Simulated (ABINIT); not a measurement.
Entries from a set of simulations; values are calculated unless marked as measured.

```
A GW chain in ABINIT: BaZrSe3 (P1)
1.0
     5.28738    0.00000    0.00000
     0.00358    5.29639    0.00000
     0.00795    0.01005    5.30946
Ba Zr Se
1 1 3
Direct
  0.99864 0.99848 0.99867
  0.47658 0.49007 0.47673
  0.48832 0.99851 0.50269
  0.98384 0.51164 0.51854
  0.49261 0.50131 0.99337
# method: RPA screening on PBEsol, plane waves, norm-conserving pseudopotentials (and 2 further levels or steps)
# program: ABINIT 10.8.3
# settings: cutoff 48 Ha, PseudoDojo scalar-relativistic 0.4 stringent, norm-conserving, potential set dojo-sr-pbesol-0.4-stringent, ngkpt (2, 2, 2), nband 184, ecuteps 3.9 Ha, inclvkb 2, shiftk (0, 0, 0), symchi 1, awtr 1, frequency ppm, 2×2×2 k-mesh
# cost: 5 runs, 19 min in all on 8 MPI ranks of Arm Neoverse N1, shared host
# notes: The cell and positions are those that the Materials Project relaxed with its own functionals (PBE, PBE+U or r2SCAN), kept fixed. Limits: no spin-orbit coupling. The 2×2×2 mesh is coarse for this cell, which bears on the long-range parts of exchange and screening.
# PBEsol gap: 0.16 eV, indirect
# G0W0 gap on the mesh: 0.77 eV
# GW settings: 2×2×2 mesh, 184 bands, screening to 106.1 eV, Godby-Needs plasmon pole
# known limits: short of the basis limit; no spin-orbit coupling; coarse k mesh
```

[Long decimals in the printed logs are rounded to 6 places.]

[Logs are printed without paths, hosts, clocks, repeated set-up lines and the standing remarks that a program may print on its own settings, such as how far it seeks lower states.]

[Paths, hosts, dates, memory and timing lines, banners, echoed tables and standing remarks are left out of the program output; an Ansatz launch command may be rebuilt from the run's recorded settings. Measured values are a selection of at most five: reports struck by readers or far from the other reports are left out. None is set beside runs whose start may be inverted or whose files or cutoffs have a known fault.]

[Runs of the session that timed out or met a known fault of the program may be left out.]

[Hosts, paths, dates, database ids (printed as entryN), source tags and the programs' standing remarks are cut or masked in the printed files.]

[G0W0 gaps are taken among the corrected bands and points alone; a level outside them can change the order at an edge.]

[Where Ansatz stands beside ABINIT at settings called matched, ABINIT's density can come from a denser mesh and the files from another edition; pairs whose starting gaps differed by over 0.03 eV were left out, so agreement reads better than it is.]
